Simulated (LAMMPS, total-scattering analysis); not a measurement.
## 74SiO2-26MgO (mol %): O around Si against pressure

Simulated by classical molecular dynamics (LAMMPS) with the Morse and Coulomb pair potential with partial charges (Pedone, Malavasi, Menziani, Cormack and Segre, J. Phys. Chem. B 110, 11780 (2006)); about 600 atoms, sampled at 300 K, each rigid on the time of the run, cooled at 100 K/ps. The potential has fixed partial charges and no three-body term, so angles and changes of cation coordination with composition are its weak points, and some glasses come out too dense.

| pressure (GPa) | O around Si |
| --- | --- |
| 0 | 4.00 |
| 5 | ? |
| 10 | 4.07 |
| 25 | 4.47 |

**Task.** Fit a straight line to the known rows, say what its slope means, and predict the withheld row.

The means are x̄ = 11.667 and ȳ = 4.180. Σ(x − x̄)(y − ȳ) = 6.15 and Σ(x − x̄)² = 316.67, so the slope is 0.01942 and the intercept 3.953. The residuals are +0.05, -0.08, +0.03.

The fitted line rises by 0.49 over the range; the table's ends differ by 0.47.

At 5 GPa the line gives 4.05; the run gave 4.01, a miss of +0.04, 9 % of the range covered. With all rows in view, the slope between neighbours runs 0.002, 0.012, 0.0267: it grows steadily, so the relation is curved and a line is only a first account.
